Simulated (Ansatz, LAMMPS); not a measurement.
# What went wrong? liquid Al at 1400 K (94 atoms)

Program: Ansatz 0.2.0. The cell: 94 Al.

The input, input.yaml:

```yaml
crystal:
  lattice:
    - [12.22482, 0.0, 0.0]
    - [0.0, 12.22482, 0.0]
    - [0.0, 0.0, 12.22482]
  atoms:
    - { symbol: Al, position: [0.70304, 0.59397, 0.64459] }
    - { symbol: Al, position: [0.968, 0.85981, 0.54555] }
    - { symbol: Al, position: [0.51975, 0.76229, 0.71934] }
    - { symbol: Al, position: [0.36404, 0.82073, 0.52114] }
    - { symbol: Al, position: [0.32878, 0.76189, 0.83228] }
    - { symbol: Al, position: [0.22987, 0.16251, 0.73883] }
    - { symbol: Al, position: [0.49611, 0.40235, 0.57144] }
    - { symbol: Al, position: [0.4563, 0.32203, 0.81515] }
    - { symbol: Al, position: [0.6756, 0.40185, 0.76534] }
    - { symbol: Al, position: [0.19475, 0.2788, 0.95414] }
    - { symbol: Al, position: [0.99064, 0.22694, 0.06665] }
    - { symbol: Al, position: [0.77467, 0.79274, 0.63108] }
    - { symbol: Al, position: [0.33347, 0.63033, 0.43649] }
    - { symbol: Al, position: [0.59487, 0.31189, 0.98728] }
    - { symbol: Al, position: [0.86059, 0.61567, 0.83577] }
    - { symbol: Al, position: [0.77641, 0.6418, 0.45312] }
    - { symbol: Al, position: [0.19569, 0.39139, 0.74014] }
    - { symbol: Al, position: [0.53693, 0.08301, 0.9449] }
    [... 70 atom lines left out ...]
    - { symbol: Al, position: [0.38326, 0.5925, 0.1868] }
    - { symbol: Al, position: [0.66093, 0.84607, 0.34133] }
    - { symbol: Al, position: [0.78702, 0.24625, 0.15009] }
    - { symbol: Al, position: [0.79189, 0.60606, 0.02635] }
    - { symbol: Al, position: [0.63584, 0.24888, 0.61551] }
    - { symbol: Al, position: [0.04024, 0.00216, 0.72426] }
kpoints:
  mp_grid: { grid: [2, 2, 2] }
hamiltonian:
  xc: pbe
scf:
  occupations: { method: fermi_dirac, width: 0.1 }
  max_iter: 60
output:
  forces: true
```

Started as:

```console
> ansatz run input.yaml --threads 8 --pin off --max-ram 15872MiB --backend cpu --events-out ev --progress --plain --runs-dir out
```

Numbers of over 12 decimals in the logs are rounded to 6 here.

Log:

```text
Engine: ansatz 0.2.0, aarch64-unknown-linux-gnu
Pseudopotentials: kind: paw
Pseudopotential: Al, paw, valence charge 3, recommended cutoff 420 eV (normal), Al.paw.azcp
[... 5 lines on functional and potentials left out ...]
Crystal: 94 atoms, lattice volume = 1826.953 Å³
Basis set: ecut = 420 eV, 35729 PW (Γ), exchange–correlation on 180×180×180 points (8 copies of the dense FFT grid, shifted against one another)
Bands: 235, of which v1, the nominal top of the filled ones, is band 141 counted from 1 (140 counted from 0)
Symmetry: 1 space group operations
Space group: P1 (ITA 1), of the structure as read, at distance tolerance 1.2e-4 Å
k-points: 8
[... 3 lines on functional and potentials left out ...]
Initial density: superposition of atomic densities (neutral atoms: chi_scale 0, normalization atom), corrected by the library's trained network
Initial wavefunctions: pseudopotential atomic-orbital guess
Functional: x = pbe(κ = 0.804, μ = 0.219515), c = pbe(β = 0.066725)
SCF iter   1: F=—  HF=-99507.219354 eV  |F-HF|=—  |Δ(HF+E_count)|=         —  Δρ=1.67e0  dr2=2.59e5  ethr=1.77e-3  ⟨swp⟩=63.1  Hψ=68431  notcnv=5  defer=650
preconditioner: auto → Resta (q_TF=auto, 1.998 Å⁻¹)  ε∞=1.0  [insulator: Δε(μ)=1.630 eV  Ē_g=35.108 eV  σ=0.100 eV  W_gap=1.00  n_scr=250 (ndim 8)  ℏωp=3.7 eV  f_vac=0.077  D(μ)=0.01/eV (n_scr^D=0)  ε∞_Penn≈1.0  vacuum switching on, ρ_ref=8.9e-2 e/Å³]
SCF iter   2: F=—  HF=-107164.179074 eV  |F-HF|=—  |Δ(HF+E_count)|=    7.66e3  Δρ=6.20e-1  dr2=1.04e5  ethr=1.77e-3  ⟨swp⟩=46.0  Hψ=101405  notcnv=1089  defer=744
preconditioner: auto → LDOS  [metal: Δε(μ)=0.099 eV  Ē_g=492.871 eV  σ=0.100 eV  W_gap=0.24  n_scr=250 (ndim 8)  ℏωp=6.3 eV  f_vac=0.055  D(μ)=5.02/eV (n_scr^D=6)  β→1.0]
SCF iter   3: F=—  HF=-71944.553746 eV  |F-HF|=—  |Δ(HF+E_count)|=    3.52e4  Δρ=4.83e-1  dr2=4.02e4  ethr=1.77e-3  ⟨swp⟩=46.0  Hψ=90523  notcnv=800  defer=736
SCF iter   4: F=—  HF=-61645.798724 eV  |F-HF|=—  |Δ(HF+E_count)|=    1.03e4  Δρ=3.31e-1  dr2=2.09e4  ethr=1.77e-3  ⟨swp⟩=46.0  Hψ=73976  notcnv=361  defer=679
SCF iter   5: F=—  HF=-54913.051284 eV  |F-HF|=—  |Δ(HF+E_count)|=    6.73e3  Δρ=2.50e-1  dr2=8.05e3  ethr=1.77e-3  ⟨swp⟩=41.6  Hψ=60602  notcnv=7  defer=655
SCF iter   6: F=—  HF=-52327.078638 eV  |F-HF|=—  |Δ(HF+E_count)|=    2.59e3  Δρ=1.86e-1  dr2=5.87e3  ethr=1.77e-3  ⟨swp⟩=27.6  Hψ=30906  notcnv=1  defer=605
SCF iter   7: F=—  HF=-51652.045450 eV  |F-HF|=—  |Δ(HF+E_count)|=    6.75e2  Δρ=1.53e-1  dr2=4.70e3  ethr=1.77e-3  ⟨swp⟩=20.2  Hψ=21163  notcnv=0  defer=598
SCF iter   8: F=—  HF=-52840.965327 eV  |F-HF|=—  |Δ(HF+E_count)|=    1.19e3  Δρ=3.14e-1  dr2=3.49e4  ethr=1.77e-3  ⟨swp⟩=23.0  Hψ=41118  notcnv=0  defer=544  recentre
SCF iter   9: F=—  HF=-51256.863310 eV  |F-HF|=—  |Δ(HF+E_count)|=    1.58e3  Δρ=1.34e-1  dr2=3.73e3  ethr=1.77e-3  ⟨swp⟩=30.6  Hψ=54232  notcnv=0  defer=589
SCF iter  10: F=—  HF=-50640.227704 eV  |F-HF|=—  |Δ(HF+E_count)|=    6.17e2  Δρ=1.49e-1  dr2=5.05e3  ethr=1.77e-3  ⟨swp⟩=17.5  Hψ=27085  notcnv=0  defer=509
[...]
SCF iter  14: F=—  HF=-50211.671999 eV  |F-HF|=—  |Δ(HF+E_count)|=    4.77e1  Δρ=4.79e-2  dr2=2.77e2  ethr=1.77e-3  ⟨swp⟩=11.6  Hψ=10545  notcnv=0  defer=336
SCF iter  15: F=—  HF=-50182.577518 eV  |F-HF|=—  |Δ(HF+E_count)|=    2.91e1  Δρ=1.40e-2  dr2=2.02e1  ethr=1.77e-3  ⟨swp⟩=8.8  Hψ=8759  notcnv=0  defer=413
SCF iter  16: F=—  HF=-50181.394270 eV  |F-HF|=—  |Δ(HF+E_count)|=    1.18e0  Δρ=4.11e-3  dr2=9.48e-1  ethr=1.77e-3  ⟨swp⟩=6.2  Hψ=7143  notcnv=0  defer=359
SCF iter  17: F=—  HF=-50181.359844 eV  |F-HF|=—  |Δ(HF+E_count)|=   3.44e-2  Δρ=1.39e-3  dr2=2.09e-1  ethr=3.36e-4  ⟨swp⟩=7.4  Hψ=5825  notcnv=0  defer=289
SCF iter  18: F=—  HF=-50181.364903 eV  |F-HF|=—  |Δ(HF+E_count)|=   5.06e-3  Δρ=6.47e-4  dr2=5.51e-2  ethr=7.40e-5  ⟨swp⟩=8.9  Hψ=7584  notcnv=0  defer=234
SCF iter  19: F=—  HF=-50181.367248 eV  |F-HF|=—  |Δ(HF+E_count)|=   2.34e-3  Δρ=2.10e-4  dr2=5.46e-3  ethr=1.95e-5  ⟨swp⟩=8.1  Hψ=5580  notcnv=0  defer=197
SCF iter  20: F=—  HF=-50181.368177 eV  |F-HF|=—  |Δ(HF+E_count)|=   9.30e-4  Δρ=8.36e-5  dr2=6.19e-4  ethr=1.94e-6  ⟨swp⟩=8.1  Hψ=7376  notcnv=0  defer=160
SCF iter  21: F=—  HF=-50181.368444 eV  |F-HF|=—  |Δ(HF+E_count)|=   2.66e-4  Δρ=3.26e-5  dr2=1.03e-4  ethr=2.20e-7  ⟨swp⟩=6.9  Hψ=6107  notcnv=0  defer=162
SCF iter  22: F=—  HF=-50181.368440 eV  |F-HF|=—  |Δ(HF+E_count)|=   4.11e-6  Δρ=8.04e-6  dr2=3.08e-6  ethr=3.65e-8  ⟨swp⟩=4.8  Hψ=5664  notcnv=0  defer=164
SCF iter  23: F=-50181.368441 eV  HF=-50181.368442 eV  |F-HF|=4.15e-7  |Δ(HF+E_count)|=   1.99e-6  Δρ=3.37e-6  dr2=5.34e-7  ethr=3.55e-10  ⟨swp⟩=78.2  Hψ=40296  notcnv=0
SCF 1 converged in 23 iterations: F = -50181.368441 eV  dr2 = 5.34e-7
[...]
SCF converged after 23 iterations
Free energy (F): -50181.368441 eV
Harris-Foulkes:  -50181.368442 eV  (|F-HF|=4.15e-7)
Internal energy: -50179.941170 eV  (E = F + TS)
E sigma→0 (E₀):  -50180.654806 eV
Entropy (-TS):   -1.427271 eV (-15.184 meV/atom)
Fermi energy:    6.115522 eV
--- Per-component energies (eV) ---
  E_band       = 592.582569
  E_kinetic    = 2038.331414
  E_local      = 12.149121  (includes V_loc(G=0)·N_el)
  E_nonlocal   = 1006.874928
  E_hartree    = 261.482321
  E_xc         = -3679.592614
  E_vxc        = -2638.906973  (∫ρ·V_xc dr)
  E_paw        = -43934.330632  (= ΣΔE_a)
  E_vpaw       = -348.834537  (= ΣTr[D̂ρ^β])
  E_aug_tail   = -0.000199  (compensation charges beyond the density's cutoff)
  E_ewald      = -5884.855508
  E_smearing   = -1.427271  (= −TS)
  E_closure    = -0.000000  (closes the sum)
  Σ components = -50181.368441   (vs F -50181.368441, Δ=0.00e0)
--- Forces (eV/Å), atoms counted from 1 ---
  atom   1  Al    -0.73411279    -0.20383134     1.02557409
  atom   2  Al     0.12427456     0.22286570    -0.03808010
  atom   3  Al     0.12191567    -0.29612443     0.12409776
  atom   4  Al    -0.23648893     0.65962956     0.22076818
  atom   5  Al    -0.24911029    -0.56488259    -0.00438154
  atom   6  Al    -1.03041006     0.21176406    -0.00889783
  atom   7  Al    -0.13227284     0.82064426     0.36961848
  atom   8  Al    -0.11336991     0.82931807     0.01508049
  atom   9  Al     0.00410195     0.44394212     0.23232888
  atom  10  Al    -0.18817745     0.07365848    -0.27816049
  atom  11  Al     0.39348580     0.14758409    -0.77017848
  atom  12  Al    -0.06917834     0.43864119    -0.01844477
  atom  13  Al    -0.30267224    -0.48215888    -0.14956783
  atom  14  Al     0.23231277    -0.51854192    -0.25126383
[...]
atom  93  Al     0.69509896    -0.78952555     0.04566645
  atom  94  Al     0.38477871    -0.38121670    -0.26522645
  max |Σ_I F_I| component: 3.32e-4 eV/Å
```

Run time: 8.3 min. Hardware: 8 threads of Arm Neoverse V2, shared host; peak memory 13 GiB.

What is at fault here, and what would mend it?

Atoms that overlap: crystal.atoms[20].position = [0.90419024, 0.81493, 0.98343].

The fix is to restore the position.

The run converged all the same, so the exit status doesn't show the fault.

[Logs are printed without paths, hosts, clocks, repeated set-up lines and the standing remarks that a program may print on its own settings, such as how far it seeks lower states.]

[Hosts, paths, dates, database ids (printed as entryN), source tags and the programs' standing remarks are cut or masked in the printed files.]
